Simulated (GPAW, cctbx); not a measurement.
## Reading charge transfer from structure factors

HfMg3B2, P6/mmm (no. 191), a = 5.3798 Å, b = 5.3798 Å, c = 3.6643 Å, α = 90.00°, β = 90.00°, γ = 120.00°.

```
atom  mult.    x    y    z
 Hf1      1    0    0    0
 Mg1      3    0  1/2  1/2
  B1      2  2/3  1/3    0
```

The start was made by putting kin elements into a known structure type; the compound need not exist, or be stable, in this form.

Absolute values of the static structure factors of the conventional cell from DFT (PBE, GPAW) against free spherical atoms, in electrons:

```
hkl  d (Å)  free atoms  crystal
100  4.659       52.98    52.72
001  3.664       42.95    43.18
101  2.880       68.74    68.39
110  2.690       58.55    58.88
200  2.329       82.77    82.44
111  2.168       71.81    71.71
201  1.966       30.80    30.82
002  1.832       83.31    83.00
210  1.761       45.35    45.43
102  1.705       44.89    45.08
```

**Question.** Which way does charge move, and which reflections show it best?

Project each element's phase sum on the total phase. |F| rises if density moves to atoms that scatter in phase and falls if it moves to atoms that scatter against it; the rule is for low angles, since changes of shape take over beyond. Where all elements are in phase the terms compete, and the compactness of the donor's and the acceptor's density matters too.

| hkl | Hf in phase | Mg in phase | B in phase | change (e) | (%) |
| --- | --- | --- | --- | --- | --- |
| 100 | +1.0 | -1.0 | -1.0 | -0.27 | -0.5 |
| 001 | +1.0 | -3.0 | +2.0 | +0.24 | +0.5 |
| 101 | +1.0 | +1.0 | -1.0 | -0.35 | -0.5 |
| 110 | +1.0 | -1.0 | +2.0 | +0.33 | +0.6 |
| 200 | +1.0 | +3.0 | -1.0 | -0.33 | -0.4 |
| 111 | +1.0 | +1.0 | +2.0 | -0.11 | -0.1 |
| 201 | +1.0 | -3.0 | -1.0 | +0.02 | +0.1 |
| 002 | +1.0 | +3.0 | +2.0 | -0.31 | -0.4 |

Low-angle reflections that set elements apart and change by more than 0.05 e: 100, 001, 101, 110 and 200 (201 hardly moves and tells little). The signs fit a gain of density on B and a loss on Hf and Mg. The best witness is 110, +0.6 %, where B enters with +2.0. The real-space density agrees: Voronoi charges Hf +0.29, Mg +0.12, B -0.33 e. The shortest bond, Mg–B, has Δρ = +0.03 e/Å³ at its midpoint.

[Outputs are excerpts: Python notices, other lines and further rows are left out; steps that failed or that the build refused (PBEsol, TPSS) are not shown.]

[Logs are printed without paths, hosts, clocks, repeated set-up lines and the standing remarks that a program may print on its own settings, such as how far it seeks lower states.]
